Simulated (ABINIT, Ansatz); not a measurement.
# CdF2 (Fm-3m): modes at Γ and the response to a field, part 2 of 3

Aim: the zone-centre modes of CdF2 (Fm-3m).

ABINIT 10.8.3; DFT LDA, scalar-relativistic, plane waves, PseudoDojo norm-conserving pseudopotentials.

So far. Step 3 (Relaxation): The volume changes by -5.0 % in this run and stands -5.0 % from the first cell. Step 4 (Ground state): The cell stands at -0.49 GPa: the relaxation ran with a smoothed and higher cutoff and on another k mesh. The relaxed cell has a = 5.297 Å (conventional setting).

## Step 6: Linear response at Γ

The derivative of the wavefunctions by k comes first, since the response to a field is built on it; then the field and the displacements that symmetry doesn't supply are solved at q = 0.

It reads the wavefunctions written in step 4.

File dfpt_gamma.abi:

```
ndtset 2

# common to the responses
getwfk_filepath "gso_WFK"
kptopt 2
nqpt 1
qpt 0.0 0.0 0.0
asr 0
chneut 0

# d/dk
rfelfd1 2
rfdir1 1 1 1
iscf1 -3
tolwfr1 1.0d-20

# displacements, field
rfphon2 1
rfatpol2 1 3
rfdir2 1 1 1
rfelfd2 3
getddk2 1
tolvrs2 1.0d-10
prtwf2 0

# basis, mesh and filling
ecut 47.0
ngkpt 6 6 6
nshiftk 4
shiftk 
    0.5 0.5 0.5
    0.5 0.0 0.0
    0.0 0.5 0.0
    0.0 0.0 0.5
istwfk *1
occopt 1
nband 17
nstep 100
diemac 9.0
prtebands 0
prtgsr 0
useylm 1

# cell and atoms
acell 7.078082086 7.078082086 7.078082086
rprim 
    0.0 0.7071067812 0.7071067812
    0.7071067812 0.0 0.7071067812
    0.7071067812 0.7071067812 0.0
ntypat 2
znucl 48 9
natom 3
typat 1 2 2
xred 
    0.0 0.0 0.0
    0.25 0.25 0.25
    0.75 0.75 0.75
pp_dirpath "./pseudo"
pseudos "Cd.upf, F.upf"
```

Launch:

```bash
$ OMP_NUM_THREADS=1 mpirun -n 8 abinit dfpt_gamma.abi > dfpt_gamma.log
```

Numbers of over 12 decimals in the logs are rounded to 6 here.

dfpt_gamma.abo, the main output file:

```text
[banners, grids, parts of the stress and lines that vanish by symmetry left out]
- input  file    -> dfpt_gamma.abi
- output file    -> dfpt_gamma.abo
- root for input  files -> dfpt_gammai
[...]
DATASET    1 : space group Fm -3 m (#225); Bravais cF (face-center cubic)
[...]
nfft =       91125          nkpt =         432
[...]
DATASET    2 : space group Fm -3 m (#225); Bravais cF (face-center cubic)
[...]
nfft =       91125          nkpt =         432
[...]
== DATASET  1 ==================================================================
[...]
cutoff_energies: {ecut:  47.0, pawecutdg:  -1.0, }
[...]
-  9.00000   7.00000  201202                  znucl, zion, pspdat
[...]
Perturbation : derivative vs k along direction   1
[...]
-ETOT  1  -41.470929804266     -4.147E+01 2.666E+00 0.000E+00
 ETOT  2  -41.862831892887     -3.919E-01 3.120E-01 0.000E+00
 ETOT  3  -41.882899177619     -2.007E-02 2.615E-02 0.000E+00
 ETOT  4  -41.884726412905     -1.827E-03 4.474E-03 0.000E+00
 ETOT  5  -41.884939433374     -2.130E-04 9.717E-04 0.000E+00
[...]
At SCF step   33   max residual=  1.00E-20 < tolwfr=  1.00E-20 =>converged.
[...]
Perturbation : derivative vs k along direction   2
[...]
-ETOT  1  -41.470929803686     -4.147E+01 2.666E+00 0.000E+00
[...]
At SCF step   33   max residual=  1.00E-20 < tolwfr=  1.00E-20 =>converged.
[...]
Perturbation : derivative vs k along direction   3
[...]
-ETOT  1  -41.470929803106     -4.147E+01 2.666E+00 0.000E+00
[...]
At SCF step   33   max residual=  1.00E-20 < tolwfr=  1.00E-20 =>converged.
[...]
1        1       0.5969336172    0.0000000000
     1        2       0.2984668086    0.0000000000
     1        3       0.2984668086    0.0000000000
     2        1       0.2984668086    0.0000000000
     2        2       0.5969336172   -0.0000000000
     2        3       0.2984668086   -0.0000000000
     3        1       0.2984668086    0.0000000000
     3        2       0.2984668086   -0.0000000000
     3        3       0.5969336172    0.0000000000
[...]
== DATASET  2 ==================================================================
[...]
cutoff_energies: {ecut:  47.0, pawecutdg:  -1.0, }
[...]
Perturbation : displacement of atom   1   along direction   1
[...]
-ETOT  1   13.883496481258     -2.084E+04 2.260E+02 8.681E+02
[...]
At SCF step   14       vres2   =  7.82E-12 < tolvrs=  1.00E-10 =>converged.
[...]
Perturbation : displacement of atom   2   along direction   1
[...]
-ETOT  1   14.758156277671     -4.838E+03 2.977E+01 8.699E+02
[...]
At SCF step   17       vres2   =  1.29E-11 < tolvrs=  1.00E-10 =>converged.
[...]
Perturbation : homogeneous electric field along direction   1
[...]
-ETOT  1  -42.515140937209     -4.252E+01 4.805E+00 7.524E+03
[...]
ETOT 15  -45.239301335623     -2.087E-10 2.183E-09 1.037E-09
 ETOT 16  -45.239301335674     -5.085E-11 9.726E-10 8.239E-11
 At SCF step   16       vres2   =  8.24E-11 < tolvrs=  1.00E-10 =>converged.
[...]
Dielectric tensor, in cartesian coordinates,
[...]
1    5   1    5         2.9181127726        -0.0000000000
   1    5   2    5        -0.0000000000        -0.0000000000
   1    5   3    5        -0.0000000000        -0.0000000000
   2    5   1    5        -0.0000000000        -0.0000000000
   2    5   2    5         2.9181127726        -0.0000000000
   2    5   3    5         0.0000000000        -0.0000000000
   3    5   1    5        -0.0000000000        -0.0000000000
   3    5   2    5         0.0000000000        -0.0000000000
   3    5   3    5         2.9181127726        -0.0000000000
  Effective charges, in cartesian coordinates,
[...]
1    1   1    5         2.4528890310         0.0000000000
   2    1   1    5         0.0000000000         0.0000000000
   3    1   1    5        -0.0000000000         0.0000000000
   1    2   1    5        -1.2262323614         0.0000000000
   2    2   1    5        -0.0000000000         0.0000000000
[...]
Effective charges, in cartesian coordinates,
[...]
2    5   1    3        -0.0000000000         0.0000000000
   3    5   1    3         0.0000000000         0.0000000000
   1    5   2    3        -0.0000000000         0.0000000000
   2    5   2    3        -1.2262321238         0.0000000000
   3    5   2    3         0.0000000000         0.0000000000
   1    5   3    3         0.0000000000         0.0000000000
   2    5   3    3         0.0000000000         0.0000000000
   3    5   3    3        -1.2262321238         0.0000000000
  Phonon wavevector (reduced coordinates) :  0.00000  0.00000  0.00000
 Phonon energies in Hartree :
[...]
Phonon frequencies in cm-1    :
-  2.218467E+00  2.218467E+00  2.218467E+00  2.385819E+02  2.385819E+02
-  2.385819E+02  3.191483E+02  3.191483E+02  3.191483E+02
  Phonon at Gamma, with non-analyticity in the
[...]
Phonon energies in Hartree :
[...]
Phonon frequencies in cm-1    :
-  2.218467E+00  2.218467E+00  2.218473E+00  2.385819E+02  2.385819E+02
-  3.191483E+02  3.191483E+02  3.191483E+02  3.912131E+02
  Phonon at Gamma, with non-analyticity in the
[...]
Phonon energies in Hartree :
[...]
Phonon frequencies in cm-1    :
-  2.218467E+00  2.218467E+00  2.218473E+00  2.385819E+02  2.385819E+02
-  3.191483E+02  3.191483E+02  3.191483E+02  3.912131E+02
  Phonon at Gamma, with non-analyticity in the
[...]
Phonon energies in Hartree :
[...]
Phonon frequencies in cm-1    :
-  2.218467E+00  2.218467E+00  2.218473E+00  2.385819E+02  2.385819E+02
-  3.191483E+02  3.191483E+02  3.191483E+02  3.912131E+02
[...]
fcart2     0.0000000000E+00  0.0000000000E+00  0.0000000000E+00
           strten2     0.0000000000E+00  0.0000000000E+00  0.0000000000E+00
================================================================================
```

Wall time 19 min (8 MPI ranks of Arm Neoverse V2, shared host); 2.5 h of CPU time.

This step gave:

```
miss of the charge sum rule                                       : 4.24e-4 e
largest acoustic frequency at the zone centre before the sum rule : 2.22 cm⁻¹
highest optical zone-centre mode (no LO-TO term)                  : 319.1 cm⁻¹
lowest optical zone-centre mode                                   : 238.6 cm⁻¹
mean high-frequency dielectric constant                           : 2.918
largest Born charge in size (third of the trace)                  : 2.453 e
```

Born charge (rows field, columns displacement), before the sum rule (e), principal values of the symmetric part by kind of site:

```
atom  atoms with these values    low  middle   high   mean
 Cd1                        1   2.45    2.45   2.45   2.45
  F2                        2  -1.23   -1.23  -1.23  -1.23
```

In full for F2:

```
-1.23  0.00  0.00
 0.00 -1.23  0.00
 0.00  0.00 -1.23
```

High-frequency dielectric tensor:

```
2.92 0.00 0.00
0.00 2.92 0.00
0.00 0.00 2.92
```

The acoustic modes at Γ come out as far as 2.2 cm⁻¹ from zero, where they should vanish, a small numerical error; the Born charges miss their sum rule by 4.2e-4 e, which is good.

## Step 7: Modes with the sum rule

anaddb reads the merged derivatives, imposes the acoustic sum rule and charge neutrality, and adds the LO-TO term along chosen directions.

File anaddb.abi:

```
ddb_filepath "gamma_DDB"
output_file "anaddb.abo"
outdata_prefix "anaddb"
asr 1
chneut 1
enunit 2
eivec 1
nph1l 1
qph1l 0.0 0.0 0.0 1.0
dieflag 1
nph2l 3
qph2l 
    1.0 0.0 0.0 0.0
    0.0 0.0 1.0 0.0
    1.0 1.0 1.0 0.0
```

File mrgddb.in:

```
gamma_DDB
merged
2
dfpt_gammao_DS2_DDB
gso_DDB
```

Launch:

```bash
$ mrgddb < mrgddb.in > mrgddb.log
$ OMP_NUM_THREADS=1 anaddb anaddb.abi > anaddb.log
```

anaddb.abo, the main output file:

```text
[banners, grids, parts of the stress and lines that vanish by symmetry left out]
-outvars_anaddb: echo values of input variables ----------------------

 Flags :
[...]
Dielectric Tensor and Effective Charges
[...]
Effective charge tensors after
[...]
Phonon wavevector (reduced coordinates) :  0.00000  0.00000  0.00000
 Phonon energies in Hartree :
[...]
Phonon energies in meV     :
-  0.000000E+00  0.000000E+00  0.000000E+00  2.957991E+01  2.957991E+01
-  2.957991E+01  3.956931E+01  3.956931E+01  3.956931E+01
 Phonon frequencies in cm-1    :
-  0.000000E+00  0.000000E+00  0.000000E+00  2.385781E+02  2.385781E+02
-  2.385781E+02  3.191480E+02  3.191480E+02  3.191480E+02
 Phonon frequencies in Thz     :
-  0.000000E+00  0.000000E+00  0.000000E+00  7.152391E+00  7.152391E+00
-  7.152391E+00  9.567816E+00  9.567816E+00  9.567816E+00
 Phonon energies in Kelvin  :
-  0.000000E+00  0.000000E+00  0.000000E+00  3.432607E+02  3.432607E+02
-  3.432607E+02  4.591827E+02  4.591827E+02  4.591827E+02
[...]
-  1  0.00000000E+00  0.00000000E+00 -1.90978587E-03
-     0.00000000E+00  0.00000000E+00  0.00000000E+00
-  2  0.00000000E+00  0.00000000E+00 -1.90978735E-03
-     0.00000000E+00  0.00000000E+00  0.00000000E+00
-  3  0.00000000E+00  0.00000000E+00 -1.90978735E-03
-     0.00000000E+00  0.00000000E+00  0.00000000E+00
[...]
-  1  0.00000000E+00  1.90978587E-03  0.00000000E+00
-     0.00000000E+00  0.00000000E+00  0.00000000E+00
-  2  0.00000000E+00  1.90978735E-03  0.00000000E+00
-     0.00000000E+00  0.00000000E+00  0.00000000E+00
-  3  0.00000000E+00  1.90978735E-03  0.00000000E+00
-     0.00000000E+00  0.00000000E+00  0.00000000E+00
[...]
-  1  1.90978587E-03  0.00000000E+00  0.00000000E+00
-     0.00000000E+00  0.00000000E+00  0.00000000E+00
-  2  1.90978735E-03  0.00000000E+00  0.00000000E+00
-     0.00000000E+00  0.00000000E+00  0.00000000E+00
-  3  1.90978735E-03  0.00000000E+00  0.00000000E+00
-     0.00000000E+00  0.00000000E+00  0.00000000E+00
[...]
-  1  0.00000000E+00  0.00000000E+00  1.11033532E-03
-     0.00000000E+00  0.00000000E+00  0.00000000E+00
[...]
-     0.00000000E+00  0.00000000E+00  0.00000000E+00
[...]
-     0.00000000E+00  0.00000000E+00  0.00000000E+00
[...]
-     0.00000000E+00  0.00000000E+00  0.00000000E+00
[...]
-     0.00000000E+00  0.00000000E+00  0.00000000E+00
[...]
-     1         -0.000000     0.000000     0.000001     0.000001
-     2         -0.000000    -0.000001     0.000000     0.000001
-     3         -0.000001     0.000000    -0.000000     0.000001
-     4          0.000015    -0.000040     2.257022     2.257022
-     5          0.000190    -2.257022    -0.000040     2.257022
-     6          2.257022     0.000190    -0.000015     2.257022
-     7         -0.000000    -0.000000     0.000000     0.000000
-     8         -0.000000    -0.000000     0.000000     0.000000
-     9          0.000000     0.000000    -0.000000     0.000000
[...]
-   1     Real    0.0000E+00  0.0000E+00  0.0000E+00  0.0000E+00  0.0000E+00  0.0000E+00  0.0000E+00
[...]
-   2     Real    0.0000E+00  0.0000E+00  0.0000E+00  0.0000E+00  0.0000E+00  0.0000E+00  0.0000E+00
[...]
-   3     Real    0.0000E+00  0.0000E+00  0.0000E+00  0.0000E+00  0.0000E+00  0.0000E+00  0.0000E+00
[...]
-   4     Real    0.0000E+00  3.6063E-14  1.1621E-04 -1.3485E-14  7.6553E-10 -2.0472E-09  1.1621E-04
[...]
-   5     Real    8.2136E-13  1.1621E-04  3.6065E-14 -9.7700E-09 -1.7211E-13  2.0473E-09  1.1621E-04
[...]
-   6     Real    1.1621E-04  8.2136E-13  0.0000E+00  9.7700E-09 -7.6536E-10 -6.4343E-14  1.1621E-04
[...]
-   7     Real    0.0000E+00  0.0000E+00  0.0000E+00  0.0000E+00  0.0000E+00  0.0000E+00  0.0000E+00
[...]
-   8     Real    0.0000E+00  0.0000E+00  0.0000E+00  0.0000E+00  0.0000E+00  0.0000E+00  0.0000E+00
[...]
-   9     Real    0.0000E+00  0.0000E+00  0.0000E+00  0.0000E+00  0.0000E+00  0.0000E+00  0.0000E+00
[...]
Phonon at Gamma, with non-analyticity in the
[...]
Phonon energies in Hartree :
[...]
Phonon energies in meV     :
-  0.000000E+00  0.000000E+00  0.000000E+00  2.957991E+01  2.957991E+01
[...]
Phonon frequencies in cm-1    :
[...]
Phonon frequencies in Thz     :
[...]
Phonon energies in Kelvin  :
[...]
Phonon at Gamma, with non-analyticity in the
[...]
Phonon energies in Hartree :
[...]
Phonon energies in meV     :
-  0.000000E+00  0.000000E+00  0.000000E+00  2.957991E+01  2.957991E+01
[...]
Phonon frequencies in cm-1    :
-  0.000000E+00  0.000000E+00  0.000000E+00  2.385781E+02  2.385781E+02
[...]
Phonon frequencies in Thz     :
-  0.000000E+00  0.000000E+00  0.000000E+00  7.152391E+00  7.152391E+00
[...]
Phonon energies in Kelvin  :
-  0.000000E+00  0.000000E+00  0.000000E+00  3.432607E+02  3.432607E+02
[...]
-     0.00000000E+00  0.00000000E+00  0.00000000E+00
[...]
-     0.00000000E+00  0.00000000E+00  0.00000000E+00
[...]
Phonon at Gamma, with non-analyticity in the
[...]
Phonon energies in Hartree :
[...]
Phonon energies in meV     :
-  0.000000E+00  0.000000E+00  0.000000E+00  2.957991E+01  2.957991E+01
-  3.956931E+01  3.956931E+01  3.956931E+01  4.850614E+01
 Phonon frequencies in cm-1    :
-  0.000000E+00  0.000000E+00  0.000000E+00  2.385781E+02  2.385781E+02
-  3.191480E+02  3.191480E+02  3.191480E+02  3.912284E+02
 Phonon frequencies in Thz     :
-  0.000000E+00  0.000000E+00  0.000000E+00  7.152391E+00  7.152391E+00
-  9.567816E+00  9.567816E+00  9.567816E+00  1.172873E+01
 Phonon energies in Kelvin  :
-  0.000000E+00  0.000000E+00  0.000000E+00  3.432607E+02  3.432607E+02
-  4.591827E+02  4.591827E+02  4.591827E+02  5.628904E+02
[...]
-  1  4.87324959E-06  1.94115342E-05 -1.90968107E-03
-     0.00000000E+00  0.00000000E+00  0.00000000E+00
-  2  4.87355929E-06  1.94118552E-05 -1.90968225E-03
-     0.00000000E+00  0.00000000E+00  0.00000000E+00
[...]
-     0.00000000E+00  0.00000000E+00  0.00000000E+00
[...]
-     0.00000000E+00  0.00000000E+00  0.00000000E+00
[...]
-  2  3.79967455E-03 -2.17517647E-07  0.00000000E+00
-     0.00000000E+00  0.00000000E+00  0.00000000E+00
-  3 -3.79967455E-03  2.17517647E-07  0.00000000E+00
-     0.00000000E+00  0.00000000E+00  0.00000000E+00
[...]
Direction                     Dielectric constant
[...]
0.00000   0.00000   1.00000      7.84696356
   1.00000   1.00000   1.00000      7.84696356
-
```

The job ended after 0.52 s (1 thread).

Numbers from this step:

```yaml
mean_static_dielectric_constant: 7.847
highest_mode_moved_by_the_lo_to_term: 391.2 cm⁻¹
```

No LO-TO term; unit eigenvectors of the mass-weighted matrix, from anaddb's displacements. Modes at Γ, with each element's share of the kinetic energy:

```
mode  frequency (cm⁻¹)  symmetry  Cd %  F %
   1               0.0  acoustic    75   25
   2               0.0  acoustic    75   25
   3               0.0  acoustic    75   25
   4             238.6       T1u    25   75
   5             238.6       T1u    25   75
   6             238.6       T1u    25   75
   7             319.1       T2g     0  100
   8             319.1       T2g     0  100
   9             319.1       T2g     0  100
```

Displacements in mode 6 (238.6 cm⁻¹), the largest set to 1:
```
Cd1  0.34  0.00  0.00
F2  -1.00  0.00  0.00
F3  -1.00  0.00  0.00
```

Displacements in mode 9 (319.1 cm⁻¹), the largest set to 1:
```
Cd1  0.00  0.00  0.00
F2   1.00  0.00  0.00
F3  -1.00  0.00  0.00
```

Trace of the oscillator strength, degenerate modes summed. Infrared lines, with heights relative to the strongest:

```
position (cm⁻¹)  lines merged  IR intensity, relative
            239             3                     100
            319             3                     0.0
```

Static dielectric tensor (ions relaxed, fixed cell):

```
7.85 0.00 0.00
0.00 7.85 0.00
0.00 0.00 7.85
```

The rule moves no optical mode by more than 0.1 cm⁻¹.

[end of part 2 of 3]

[Host names and launcher messages were left out of these logs when they were recorded.]

[Logs are printed without paths, hosts, clocks, repeated set-up lines and the standing remarks that a program may print on its own settings, such as how far it seeks lower states.]

[Hosts, paths, dates, database ids (printed as entryN), source tags and the programs' standing remarks are cut or masked in the printed files.]
